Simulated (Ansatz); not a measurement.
The compound is Cs2IrCl6 (started from the K2PtCl6 type) (Fm-3m).

The structure was built from a prototype and need not be the compound's stable phase.

Symmetry: Fm-3m, No. 225, cubic system. Conventional cell: a = 9.792 Å, b = 9.792 Å, c = 9.792 Å, α = 90.00°, β = 90.00°, γ = 90.00°. Cs has 12 Cl at 3.46 Å nearest. Ir has 6 Cl at 2.31 Å nearest. Cl has 1 Ir at 2.31 Å and 4 Cs at 3.46 Å nearest. Farther neighbours and most contacts between anions are not listed.

```
Cs Ir Cl
1.0
     4.89617    0.00000    4.89617
     4.89617    4.89617    0.00000
     0.00000    4.89617    4.89617
Cs Ir Cl
2 1 6
Direct
  0.25000 0.25000 0.25000
  0.75000 0.75000 0.75000
  0.00000 0.00000 0.00000
  0.23560 0.23560 0.76440
  0.76440 0.76440 0.23560
  0.23560 0.76440 0.23560
  0.76440 0.23560 0.76440
  0.76440 0.23560 0.23560
  0.23560 0.76440 0.76440
```

The structure was relaxed with LDA. The structure type comes from a generator and need not be one that this composition takes. The structure was generated from a model, not taken from a measurement. The runs that relaxed it are not among those shown. The program's search for lower electronic states was switched off, so nothing shows that the state found is the lowest. Spin-orbit coupling is left out unless a run names it. PAW set soft_2, made with PBE.

A constrained-RPA run (Ansatz 0.2.0; non-magnetic LDA; Ir d, bands v3 to c2, 2×2×2 mesh, medium accuracy) builds 5 functions on bands 3.7 eV wide, with 5.0 electrons in the window. The bare on-site interaction is 9.0 eV and the bare J 0.25 eV.

**Question.** Estimate U, U′ and J.

On the Ir d shell, U = 2.80 eV (31 % of the bare value), U′ = 2.35 eV, J = 0.17 eV.

The parent state is non-magnetic and the interaction static (zero frequency); U depends on the window and the orbitals, so it belongs to this model alone. Spin-orbit coupling, which is strong for atoms this heavy, is left out. Coarse meshes can leave U off its limit, most where the target bands are metallic.

[Paths, hosts, dates, memory and timing lines, banners, echoed tables and standing remarks are left out of the program output.]

[Logs are printed without paths, hosts, clocks, repeated set-up lines and the standing remarks that a program may print on its own settings, such as how far it seeks lower states.]

[Runs of the session that timed out or met a known fault of the program may be left out.]

[Hosts, paths, dates, database ids (printed as entryN), source tags and the programs' standing remarks are cut or masked in the printed files.]
